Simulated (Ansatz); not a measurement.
# linear La chain under tension and compression

Wanted: energy, moment and open channels of the linear La chain from 12 % compression to 30 % stretch.

Main program and level: Ansatz 0.2.0; DFT PBE, plane waves, PAW; relaxation of a chain's period, in the first sound run; inputs show where later runs differ.

### 1. The starting structure

The cell holds 1 atom: 1 La. Its edges and angles: a = 7.500 Å, b = 7.500 Å, c = 3.850 Å, α = 90.0°, β = 90.0°, γ = 90.0°. Vacuum lies along a and b. The structure's axis is c.

### 2. Relaxation of atoms and period

Band widths follow the bond lengths, so the chain is relaxed first. The atoms and the third cell vector are free; the box across stays fixed as vacuum. Moments are seeded so that a magnetic state can form if it lies lower. A Fermi-Dirac smearing is set since the result may be a metal. The pressure printed is a third of the stress's trace over the whole box, vacuum included; only the stress along the axis is relaxed.

Input file input.yaml:

```yaml
crystal:
  lattice:
    - [7.5, 0.0, 0.0]
    - [0.0, 7.5, 0.0]
    - [0.0, 0.0, 3.8502]
  atoms:
    - { symbol: La, position: [0.5, 0.5, 0.0], spin: 1.0 }
magnetization:
  spin_polarized: true
kpoints:
  mp_grid: { grid: [1, 1, 21] }
scf:
  occupations: { method: fermi_dirac, width: 0.05 }
hamiltonian:
  xc: pbe
relax:
  cell: { fix: [a, b, alpha, beta, gamma] }
  max_steps: 60
```

On the command line:

```sh
$ ansatz run input.yaml --threads 4 --pin off --max-ram 8192MiB --backend cpu --events-out ev --progress --plain --runs-dir out
```

Numbers of over 12 decimals in the logs are rounded to 6 here.

The log of the run:

```text
Engine: ansatz 0.2.0, aarch64-unknown-linux-gnu
Pseudopotentials: kind: paw
Pseudopotential: La, paw, valence charge 11, recommended cutoff 420 eV (normal), La.paw.azcp
Functional definition: PBE
  parameter kappa = 0.804
  parameter beta = 0.066725
  exchange = pbe_x(kappa = kappa, mu = beta*pi^2/3)
  correlation = pbe_c(beta = beta)
Crystal: 1 atoms, lattice volume = 216.574 Å³
Basis set: ecut = 420 eV, 4229 PW (Γ), exchange–correlation on 108×108×54 points (8 copies of the dense FFT grid, shifted against one another)
Bands: 10, of which v1, the nominal top of the filled ones, is band 6 counted from 1 (5 counted from 0)
Symmetry: 16 space group operations
Space group: P4/mmm (ITA 123), of the structure as read, at distance tolerance 6.0e-5 Å
Magnetic group: BNS 123.339 (UNI 999), of the structure as read, at distance tolerance 6.0e-5 Å
k-points: 11 of 21
Non-local potential: La, projectors of the file, l = 0: 3, l = 1: 2, l = 2: 2, l = 3: 3
PAW form: soft (Blöchl's): semilocal exchange-correlation on the pseudo side does not see the compensation charge
PAW one-centre angular grid: La, 590 points (default); XC on 64 Gauss nodes
Initial density: superposition of atomic densities (neutral atoms: chi_scale 0, normalization atom)
Starting moments: Σ|m| = 1 μB on 1 of 1 site
Initial wavefunctions: pseudopotential atomic-orbital guess
Functional: x = pbe(κ = 0.804, μ = 0.219515), c = pbe(β = 0.066725)
SCF iter   1: F=—  HF=-6247.667289 eV  |F-HF|=—  |Δ(HF+E_count)|=         —  Δρ=2.03e-2 (↑2.03e-2 ↓5.27e-3)  dr2=2.91e0  dr2_m=1.69e-1  M=1.649 μB ∫|m|=1.649 μB  β_m=0.30  ethr=3.10e-3  ⟨swp⟩=4.4  Hψ=2580  notcnv=0
Mixer restart at iter 1: flushing history
automatic band count: the SCF goes on with 14 bands, as 10 were too few: the levels above may hold too much charge
preconditioner: auto → LDOS  [metal: Δε(μ)=0.002 eV  Ē_g=1.012 eV  σ=0.050 eV  W_gap=0.01  n_scr=10 (ndim 8)  ℏωp=4.4 eV  f_vac=0.356  D(μ)=10.18/eV (n_scr^D=86)]
spin=Collinear: LDOS preconditioning applied to the charge; magnetization (m = ρ↑ − ρ↓) channel mixes plain (no charge-response kernel on spin).
SCF iter   2: F=—  HF=-6247.507488 eV  |F-HF|=—  |Δ(HF+E_count)|=   1.60e-1  Δρ=1.08e-2 (↑1.08e-2 ↓4.30e-3)  dr2=1.39e0  dr2_m=3.14e-2  M=1.644 μB ∫|m|=1.644 μB  β_m=0.52  ethr=3.10e-3  ⟨swp⟩=1.8  Hψ=549  notcnv=0  defer=2
SCF iter   3: F=—  HF=-6247.407934 eV  |F-HF|=—  |Δ(HF+E_count)|=   9.96e-2  Δρ=3.41e-3 (↑3.27e-3 ↓3.41e-3)  dr2=1.79e-1  dr2_m=4.16e-3  M=1.783 μB ∫|m|=1.783 μB  β_m=0.59  ethr=3.10e-3  ⟨swp⟩=2.8  Hψ=697  notcnv=0  defer=3
SCF iter   4: F=—  HF=-6247.420992 eV  |F-HF|=—  |Δ(HF+E_count)|=         —  Δρ=2.77e-3 (↑2.77e-3 ↓2.31e-3)  dr2=8.77e-3  dr2_m=1.16e-2  M=1.831 μB ∫|m|=1.831 μB  β_m=0.59  ethr=1.63e-3  ⟨swp⟩=2.1  Hψ=523  notcnv=0  defer=1
Mixer restart at iter 4: flushing history
SCF iter   5: F=—  HF=-6247.428041 eV  |F-HF|=—  |Δ(HF+E_count)|=   7.05e-3  Δρ=1.51e-3 (↑1.51e-3 ↓1.13e-3)  dr2=3.18e-3  dr2_m=3.10e-3  M=1.853 μB ∫|m|=1.853 μB  β_m=0.79  ethr=7.98e-5  ⟨swp⟩=2.1  Hψ=500  notcnv=0
SCF iter   6: F=—  HF=-6247.432432 eV  |F-HF|=—  |Δ(HF+E_count)|=   4.39e-3  Δρ=5.05e-4 (↑5.05e-4 ↓1.39e-4)  dr2=1.00e-3  dr2_m=1.56e-4  M=1.896 μB ∫|m|=1.896 μB  β_m=0.81  ethr=2.89e-5  ⟨swp⟩=2.4  Hψ=625  notcnv=0
SCF iter   7: F=—  HF=-6247.432532 eV  |F-HF|=—  |Δ(HF+E_count)|=   1.00e-4  Δρ=1.76e-4 (↑1.76e-4 ↓9.20e-5)  dr2=2.44e-4  dr2_m=1.80e-5  M=1.896 μB ∫|m|=1.896 μB  β_m=0.90  ethr=9.11e-6  ⟨swp⟩=1.5  Hψ=333  notcnv=0
SCF iter   8: F=—  HF=-6247.432804 eV  |F-HF|=—  |Δ(HF+E_count)|=   2.72e-4  Δρ=7.53e-5 (↑7.53e-5 ↓2.57e-5)  dr2=2.36e-5  dr2_m=2.59e-6  M=1.907 μB ∫|m|=1.907 μB  β_m=0.93  ethr=2.21e-6  ⟨swp⟩=2.2  Hψ=548  notcnv=0
SCF iter   9: F=—  HF=-6247.432827 eV  |F-HF|=—  |Δ(HF+E_count)|=   2.34e-5  Δρ=4.03e-5 (↑4.03e-5 ↓2.14e-5)  dr2=3.11e-6  dr2_m=1.41e-6  M=1.909 μB ∫|m|=1.909 μB  β_m=0.96  ethr=2.14e-7  ⟨swp⟩=2.7  Hψ=472  notcnv=0
SCF iter  10: F=—  HF=-6247.432837 eV  |F-HF|=—  |Δ(HF+E_count)|=   9.85e-6  Δρ=1.97e-5 (↑1.97e-5 ↓9.38e-6)  dr2=8.48e-7  dr2_m=2.87e-7  M=1.909 μB ∫|m|=1.909 μB  β_m=0.98  ethr=2.83e-8  ⟨swp⟩=2.6  Hψ=514  notcnv=0
SCF iter  11: F=—  HF=-6247.432840 eV  |F-HF|=—  |Δ(HF+E_count)|=   2.93e-6  Δρ=7.06e-6 (↑7.06e-6 ↓4.67e-6)  dr2=9.97e-8  dr2_m=5.08e-8  M=1.910 μB ∫|m|=1.910 μB  β_m=0.99  ethr=7.71e-9  ⟨swp⟩=2.0  Hψ=478  notcnv=0
SCF iter  12: F=—  HF=-6247.432841 eV  |F-HF|=—  |Δ(HF+E_count)|=   6.89e-7  Δρ=1.94e-6 (↑1.94e-6 ↓9.38e-7)  dr2=9.89e-9  dr2_m=3.02e-9  M=1.911 μB ∫|m|=1.911 μB  β_m=1.00  ethr=9.07e-10  ⟨swp⟩=2.7  Hψ=547  notcnv=0
SCF iter  13: F=-6247.432841 eV  HF=-6247.432841 eV  |F-HF|=8.90e-10  |Δ(HF+E_count)|=   2.79e-8  Δρ=3.34e-7 (↑3.34e-7 ↓2.13e-7)  dr2=4.02e-10  dr2_m=8.58e-11  M=1.911 μB ∫|m|=1.911 μB  ethr=8.99e-11  ⟨swp⟩=2.1  Hψ=986  notcnv=0
SCF 1 converged in 13 iterations: F = -6247.432841 eV  dr2 = 4.02e-10
  greatest PAW one-centre occupation: 0.973 electrons in one spin orbital (limit 2), on the La atom at site 0 (counted from 0), in its partial waves of l = 0
relax step   1: F+E_penalty+E_count = -6247.43284071 eV  Δ(F+E_penalty+E_count) = +0.000e0 eV  max|allowed force component| = 0.000e0 eV/Å  Δτ_max = 0.0000 Å  P = -1.136 GPa  Ω = 216.574 Å³  fix = [a, b, alpha, beta, gamma]  reactions: a -0.608, b -0.608 GPa  (13 SCF iters, dr2 threshold 1.00e-7 eV, accepted)
Crystal: 1 atoms, lattice volume = 209.365 Å³
Basis set: ecut = 420 eV, 4109 PW (Γ), exchange–correlation on 108×108×54 points (8 copies of the dense FFT grid, shifted against one another)
Bands: 14, of which v1, the nominal top of the filled ones, is band 6 counted from 1 (5 counted from 0)
Initial density: handed on by an earlier stage of this run
Starting moments: Σ|m| = 1 μB on 1 of 1 site; this step starts from the density that it was given
Initial wavefunctions: those handed on with the density
iter 1 solved again at ethr=7.83e-5 eV; its pass at ethr=3.10e-3 eV (dr2=8.62e-3 eV) is discarded
SCF iter   1: F=—  HF=-6247.525579 eV  |F-HF|=—  |Δ(HF+E_count)|=         —  Δρ=9.39e-4 (↑9.39e-4 ↓4.09e-4)  dr2=9.05e-3  dr2_m=3.16e-4  M=1.923 μB ∫|m|=1.923 μB  β_m=0.30  ethr=7.83e-5  ⟨swp⟩=1.6  Hψ=2437  notcnv=0
preconditioner: auto → LDOS  [metal: Δε(μ)=0.037 eV  Ē_g=1.270 eV  σ=0.050 eV  W_gap=0.18  n_scr=8 (ndim 8)  ℏωp=4.4 eV  f_vac=0.292  D(μ)=3.63/eV (n_scr^D=14)]
spin=Collinear: LDOS preconditioning applied to the charge; magnetization (m = ρ↑ − ρ↓) channel mixes plain (no charge-response kernel on spin).
[...]
SCF iter   9: F=-6247.641733 eV  HF=-6247.641733 eV  |F-HF|=1.29e-8  |Δ(HF+E_count)|=   7.24e-7  Δρ=1.24e-6 (↑1.24e-6 ↓9.51e-7)  dr2=5.42e-9  dr2_m=1.23e-9  M=1.923 μB ∫|m|=1.923 μB  β_m=0.99  ethr=8.57e-10  ⟨swp⟩=3.0  Hψ=1161  notcnv=0
SCF iter  10: F=-6247.641733 eV  HF=-6247.641733 eV  |F-HF|=8.67e-10  |Δ(HF+E_count)|=   2.21e-8  Δρ=3.58e-7 (↑3.58e-7 ↓2.47e-7)  dr2=3.00e-10  dr2_m=1.03e-10  M=1.923 μB ∫|m|=1.923 μB  ethr=4.93e-11  ⟨swp⟩=2.0  Hψ=971  notcnv=0
SCF 3 converged in 10 iterations: F = -6247.641733 eV  dr2 = 3.00e-10
relax step   3: F+E_penalty+E_count = -6247.64173347 eV  Δ(F+E_penalty+E_count) = -1.149e-1 eV  max|allowed force component| = 0.000e0 eV/Å  Δτ_max = 0.0000 Å  P = -0.952 GPa  Ω = 198.807 Å³  energy of the carried Pulay correction = +5.995e-5 eV  fix = [a, b, alpha, beta, gamma]  reactions: a -0.660, b -0.660 GPa  (10 SCF iters, dr2 threshold 1.00e-7 eV, accepted)
[...]
relax step   4: F+E_penalty+E_count = -6247.81153494 eV  Δ(F+E_penalty+E_count) = -1.698e-1 eV  max|allowed force component| = 0.000e0 eV/Å  Δτ_max = 0.0000 Å  P = -1.173 GPa  Ω = 187.979 Å³  energy of the carried Pulay correction = +9.961e-5 eV  fix = [a, b, alpha, beta, gamma]  reactions: a -0.591, b -0.591 GPa  (14 SCF iters, dr2 threshold 1.00e-7 eV, accepted)
[...]
relax step   5: F+E_penalty+E_count = -6247.94391705 eV  Δ(F+E_penalty+E_count) = -1.324e-1 eV  max|allowed force component| = 0.000e0 eV/Å  Δτ_max = 0.0000 Å  P = -0.962 GPa  Ω = 177.421 Å³  energy of the carried Pulay correction = +1.408e-4 eV  fix = [a, b, alpha, beta, gamma]  reactions: a -0.636, b -0.636 GPa  (9 SCF iters, dr2 threshold 1.00e-7 eV, accepted)
[...]
relax step   6: F+E_penalty+E_count = -6248.00214378 eV  Δ(F+E_penalty+E_count) = -5.823e-2 eV  max|allowed force component| = 0.000e0 eV/Å  Δτ_max = 0.0000 Å  P = -0.422 GPa  Ω = 166.863 Å³  energy of the carried Pulay correction = +1.845e-4 eV  fix = [a, b, alpha, beta, gamma]  reactions: a -0.688, b -0.688 GPa  (10 SCF iters, dr2 threshold 1.00e-7 eV, accepted)
[...]
relax step   7: F+E_penalty+E_count = -6248.00227768 eV  Δ(F+E_penalty+E_count) = -1.339e-4 eV  max|allowed force component| = 0.000e0 eV/Å  Δτ_max = 0.0000 Å  P = -0.470 GPa  Ω = 167.529 Å³  energy of the carried Pulay correction = +1.817e-4 eV  fix = [a, b, alpha, beta, gamma]  reactions: a -0.684, b -0.684 GPa  (9 SCF iters, dr2 threshold 2.95e-8 eV, accepted)
Basis set: ecut = 420 eV, 3265 PW (Γ), exchange–correlation on 108×108×40 points (8 copies of the dense FFT grid, shifted against one another)
Initial wavefunctions: pseudopotential atomic-orbital guess (no wavefunctions were taken with the density)
iter 1 solved again at ethr=3.77e-7 eV; its pass at ethr=3.10e-3 eV (dr2=4.15e-5 eV) is discarded
SCF iter   1: F=—  HF=-6248.001943 eV  |F-HF|=—  |Δ(HF+E_count)|=         —  Δρ=2.54e-5 (↑2.54e-5 ↓2.54e-5)  dr2=5.67e-7  dr2_m=1.56e-12  M=-0.000 μB ∫|m|=0.000 μB  β_m=0.65  ethr=3.77e-7  ⟨swp⟩=3.5  Hψ=2432  notcnv=0
preconditioner: auto → LDOS  [metal: Δε(μ)=0.078 eV  Ē_g=1.773 eV  σ=0.050 eV  W_gap=0.33  n_scr=8 (ndim 8)  ℏωp=5.0 eV  f_vac=0.350  D(μ)=2.47/eV (n_scr^D=8)]
spin=Collinear: LDOS preconditioning applied to the charge; magnetization (m = ρ↑ − ρ↓) channel mixes plain (no charge-response kernel on spin).
SCF iter   2: F=—  HF=-6248.001945 eV  |F-HF|=—  |Δ(HF+E_count)|=   2.10e-6  Δρ=9.17e-6 (↑9.16e-6 ↓9.17e-6)  dr2=1.14e-7  dr2_m=5.97e-13  M=-0.000 μB ∫|m|=0.000 μB  β_m=0.59  ethr=5.15e-9  ⟨swp⟩=2.7  Hψ=450  notcnv=0
SCF iter   3: F=—  HF=-6248.001945 eV  |F-HF|=—  |Δ(HF+E_count)|=   4.41e-7  Δρ=1.79e-6 (↑1.79e-6 ↓1.79e-6)  dr2=1.13e-8  dr2_m=2.55e-13  M=-0.000 μB ∫|m|=0.000 μB  β_m=0.73  ethr=1.04e-9  ⟨swp⟩=2.6  Hψ=434  notcnv=0
SCF iter   4: F=—  HF=-6248.001945 eV  |F-HF|=—  |Δ(HF+E_count)|=   1.86e-8  Δρ=3.25e-7 (↑3.25e-7 ↓3.22e-7)  dr2=3.89e-10  dr2_m=7.37e-14  M=-0.000 μB ∫|m|=0.000 μB  β_m=0.87  ethr=1.03e-10  ⟨swp⟩=2.6  Hψ=450  notcnv=0
SCF iter   5: F=—  HF=-6248.001945 eV  |F-HF|=—  |Δ(HF+E_count)|=   9.71e-9  Δρ=5.13e-8 (↑5.12e-8 ↓5.13e-8)  dr2=1.11e-11  dr2_m=2.28e-14  M=-0.000 μB ∫|m|=0.000 μB  β_m=0.93  ethr=3.54e-12  ⟨swp⟩=2.5  Hψ=440  notcnv=0
SCF iter   6: F=-6248.001945 eV  HF=-6248.001945 eV  |F-HF|=3.64e-12  |Δ(HF+E_count)|=  3.00e-11  Δρ=9.67e-9 (↑9.53e-9 ↓9.67e-9)  dr2=9.17e-13  dr2_m=4.10e-15  M=-0.000 μB ∫|m|=0.000 μB  ethr=1.00e-12  ⟨swp⟩=4.0  Hψ=1034  notcnv=0
the starting moments were not kept: the SCF closed with an absolute magnetisation of 3.3e-7 μB, where they sum to 1 μB in size (1 site). That is at most 0.1 of that sum. Measured as dr2_m measures the in/out step, that magnetisation stands 9.5e-15 eV from none, at or under the dr2_threshold of 1.0e-11 eV: it is no larger than a step whose dr2_m would equal this threshold.
SCF 8 converged in 6 iterations: F = -6248.001945 eV  dr2 = 9.17e-13
relax step   8: F+E_penalty+E_count = -6248.00194528 eV  Δ(F+E_penalty+E_count) = +3.324e-4 eV  max|allowed force component| = 0.000e0 eV/Å  Δτ_max = 0.0000 Å  P = -0.469 GPa  Ω = 167.529 Å³  fix = [a, b, alpha, beta, gamma]  reactions: a -0.683, b -0.683 GPa  stress off target by 4.15e-2 GPa on what of the cell is left free  SCF on the basis re-selected at this cell (its energy is not comparable with the rows above)  (6 SCF iters)
basis re-selected at this cell: Δ(F+E_penalty+E_count) = +3.324e-4 eV, ΔP = +0.001 GPa vs the last step (what re-selecting the basis moved, of the pressure what is left beyond the Pulay correction that the steps carried, after the strain that the cell walked since its last selection, with what the two solves' SCF thresholds leave and, on support functions, any second-order correction that the steps lacked; it is no measure of the basis error at this ecutwfc). The dense FFT grid was sized anew with the basis: this SCF ran on 54×54×20 points, the steps before it on 54×54×27, so part of this shift can come from that change (see relax.cell in the input reference). [rest of the remark cut]
SCF converged after 6 iterations
Magnetization: -0.0000 μB (5.5000 up, 5.5000 down)
Absolute magnetization: 0.0000 μB (∫|ρ↑−ρ↓|, with the PAW one-centre terms)
Spin contamination: 0.0000 ħ² per cell (⟨S²⟩ above its minimum at these occupations)
Per-site moments (μB) at R_I (Å): [(-1.386860877161608e-7, 1.228546)]
Free energy (F): -6248.001945 eV
Harris-Foulkes:  -6248.001945 eV  (|F-HF|=3.64e-12)
Internal energy: -6247.982123 eV  (E = F + TS)
E sigma→0 (E₀):  -6247.992034 eV
Entropy (-TS):   -0.019822 eV (-19.822 meV/atom)
Fermi energy:    0.129044 eV
--- Per-component energies (eV) ---
  E_band       = -169.093450
  E_kinetic    = 193.450269
  E_local      = -1127.648380  (includes V_loc(G=0)·N_el)
  E_nonlocal   = 95.130059
  E_hartree    = 439.015046
  E_xc         = -137.584977
  E_vxc        = -145.227010  (∫ρ·V_xc dr)
  E_paw        = -5416.131509  (= ΣΔE_a)
  E_vpaw       = -62.828504  (= ΣTr[D̂ρ^β])
  E_aug_tail   = -0.000000  (compensation charges beyond the density's cutoff)
  E_ewald      = -294.212630
  E_smearing   = -0.019822  (= −TS)
  E_closure    = -0.000000  (closes the sum)
  Σ components = -6248.001945   (vs F -6248.001945, Δ=0.00e0)
--- Forces (eV/Å), atoms counted from 1 ---
  atom   1  La     0.00000000     0.00000000     0.00000000
  max |Σ_I F_I| component: 2.52e-29 eV/Å
--- Stress (GPa, compression-positive) ---
       -0.683331       0.000000       0.000000
        0.000000      -0.683331       0.000000
        0.000000       0.000000      -0.041510
  P = ⅓ Tr σ = -0.4694 GPa (-4.694 kbar)
--- Relaxed structure (7 steps of the walk, 7 accepted, 1 SCFs on fresh bases) ---
  F+E_penalty+E_count = -6248.00194528 eV   max|allowed force component| = 0.000e0 eV/Å   (the final SCF, on the basis selected at the relaxed cell)
  cell:  # Å, volume = 167.5290 Å³
    - [7.5, 0.0, 0.0]
    - [0.0, 7.5, 0.0]
    - [0.0, 0.0, 2.978294]
  atoms:
    - { symbol: La, position: [0.5, 0.5, 0.0] }
```

The job ended after 15 s (4 threads of Arm Neoverse V1, shared host; peak memory 0.48 GiB; 55 s of CPU time).

The steps of the relaxation:

```csv
step,energy less that of the first step (eV),largest force component (eV/Å),pressure (GPa),volume (Å³)
1,0.0000,0.0000,-1.14,216.57
2,-0.0940,0.0000,-1.07,209.37
3,-0.2089,0.0000,-0.95,198.81
4,-0.3787,0.0000,-1.17,187.98
5,-0.5111,0.0000,-0.96,177.42
6,-0.5693,0.0000,-0.42,166.86
7,-0.5694,0.0000,-0.47,167.53
8*,-0.5691,0.0000,-0.47,167.53
```

Relaxation steps marked * repeat the geometry before them on a plane-wave basis chosen anew for their cell, so energy and pressure can jump there.

```csv
cell as run,before,after,change
c (Å),3.850,2.978,-22.6 %
```

The relaxed structure:

```xyz
1
Lattice="7.5000 0.0000 0.0000 0.0000 7.5000 0.0000 0.0000 0.0000 2.9783" Properties=species:S:1:pos:R:3
La    3.7500    3.7500    0.0000
```

Numbers from this step:

```yaml
energy_at_zero_smearing: -6247.9920 eV
cell_length_along_the_wire: 2.978 Å
```

The cell's length comes to 2.978 Å with no moment. That is -23 % against the start, more than a small adjustment.

The cell shrank by 22.6 % in its periodic edges.

### 3. The chain at a fixed length, period over the relaxed period 0.88, k-mesh 1×1×31

This step: DFT PBE, plane waves, PAW; channels and complex bands of a perfect chain (Ansatz 0.2.0).

The period is set to 0.88 times the relaxed one: shorter bonds widen the bands.

The cell differs from the one that the last finished run ended in (c 2.978 → 2.621 Å).

input.yaml, the sections that differ from step 2:

```yaml
crystal:
  lattice:
    - [7.5, 0.0, 0.0]
    - [0.0, 7.5, 0.0]
    - [0.0, 0.0, 2.6208983375]
  atoms:
    - { symbol: La, position: [0.5, 0.5, 0.0], spin: 1.0 }
kpoints:
  mp_grid: { grid: [1, 1, 31] }
output:
  transmission:
    e_range: [-2, 2]
    de: 0.035
    kmesh: [1, 1]
    reduced_basis: true
    leads: [[0, 0]]
  stress: true
# magnetization, scf, hamiltonian: as in step 2
# relax: removed
```

The log of the run:

```text
[...]
Crystal: 1 atoms, lattice volume = 147.426 Å³
Basis set: ecut = 420 eV, 2913 PW (Γ)
Bands: 10, of which v1, the nominal top of the filled ones, is band 6 counted from 1 (5 counted from 0)
Symmetry: 16 space group operations
[...]
k-points: 16 of 31
[...]
Starting moments: Σ|m| = 1 μB on 1 of 1 site
[...]
SCF iter   1: F=—  HF=-6248.745279 eV  |F-HF|=—  |Δ(HF+E_count)|=         —  Δρ=3.38e-2 (↑3.38e-2 ↓1.79e-2)  dr2=1.08e1  dr2_m=1.95e-1  M=1.001 μB ∫|m|=1.001 μB  β_m=0.30  ethr=3.10e-3  ⟨swp⟩=4.8  Hψ=1935  notcnv=0
[...]
SCF iter  15: F=-6247.685058 eV  HF=-6247.685058 eV  |F-HF|=3.46e-11  |Δ(HF+E_count)|=   1.05e-9  Δρ=1.26e-7 (↑1.16e-7 ↓1.26e-7)  dr2=1.64e-10  dr2_m=2.64e-12  M=0.115 μB ∫|m|=0.115 μB  ethr=4.38e-12  ⟨swp⟩=1.2  Hψ=1058  notcnv=0
SCF 1 converged in 15 iterations: F = -6247.685058 eV  dr2 = 1.64e-10
[...]
transmission: 8 of 48 steps passed
transmission: 12 of 48 steps passed
[...]
transmission: 48 of 48 steps passed
SCF converged after 15 iterations
Magnetization: 0.1149 μB (5.5574 up, 5.4426 down)
Absolute magnetization: 0.1151 μB (∫|ρ↑−ρ↓|, with the PAW one-centre terms)
[...]
Per-site moments (μB) at R_I (Å): [(0.025910, 1.081121)]
Free energy (F): -6247.685058 eV
[...]
Internal energy: -6247.662329 eV  (E = F + TS)
E sigma→0 (E₀):  -6247.673694 eV
Entropy (-TS):   -0.022729 eV (-22.729 meV/atom)
Fermi energy:    0.505996 eV
[...]
--- Stress (GPa, compression-positive) ---
       -0.749891       0.000000       0.000000
        0.000000      -0.749891       0.000000
        0.000000       0.000000       5.715471
  P = ⅓ Tr σ = 1.4052 GPa (14.052 kbar)
--- Band table (eV; the first three rows and the last of 32) ---
[...]
--- Transmission ---
  basis      : 497 plane waves across, 4 finite elements along
  points     : 1, standing for a mesh of 1 x 1
  filling    : by the input's occupations and mesh, since the crystals that have channels conduct as metals do. If one of these is a semiconductor, that mesh has misplaced its level
  energies   : 115 from -2.000000 to 1.990000 eV about the Fermi level, 0.035000 eV apart; the leads are filled to 0.000000 eV, and channels, transmission and decay are at -0.005000 eV
  crystal 0  : La1, at the sites [0, 0], period 2.6209 Å: whole cells are its period
    offset         : up to 0.0000 Å between an atom of the period and one for which it stands
    filled         : 12.0 meV under the level at which it is neutral
    channels       : 5.000000e0 up, 3.000000e0 down
    conductance    : 5.4139e14 S/m² at 300 K; may be off by some 0.0 % by where its bands' edges are placed, 3.4 % from the distance to neutral
```

It took 48 s on 4 threads; peak memory 0.64 GiB; 2.8 min of CPU time.

In the SCF lines HF is the Harris–Foulkes energy and dr2 the Hartree energy of the density residual, in eV; the loop may stop once dr2 is under the threshold and the program's other checks hold. Hψ counts applications of the Hamiltonian.

This step gave:

```
energy at zero smearing                                   : -6247.6737 eV
total moment                                              : 0.1149 μB
absolute moment                                           : 0.1151 μB
channels at the energy nearest the Fermi level, spin up   : 5
channels at the energy nearest the Fermi level, spin down : 3
conductance of the lead as this run defines it            : 3.930 G₀
band gap                                                  : 0 eV
```

Open channels of the lead against energy, zero at the Fermi level:

```csv
energy (eV),spin up,spin down
-1.790,0,0
-1.615,2,2
-1.405,2,2
-1.195,3,2
-0.985,3,3
-0.810,3,3
-0.600,3,3
-0.390,3,3
-0.215,3,3
-0.005,5,3
0.205,5,5
0.415,6,6
0.590,6,6
0.800,6,6
1.010,5,6
1.185,5,5
1.395,3,3
1.605,1,1
1.815,3,3
```

At the computed energy nearest the Fermi level there are 5 spin-up and 3 spin-down channels, and the thermal average gives 3.93 G₀.

(Continued in part 2 of 2.)

[Logs are printed without paths, hosts, clocks, repeated set-up lines and the standing remarks that a program may print on its own settings, such as how far it seeks lower states.]

[Hosts, paths, dates, database ids (printed as entryN), source tags and the programs' standing remarks are cut or masked in the printed files.]
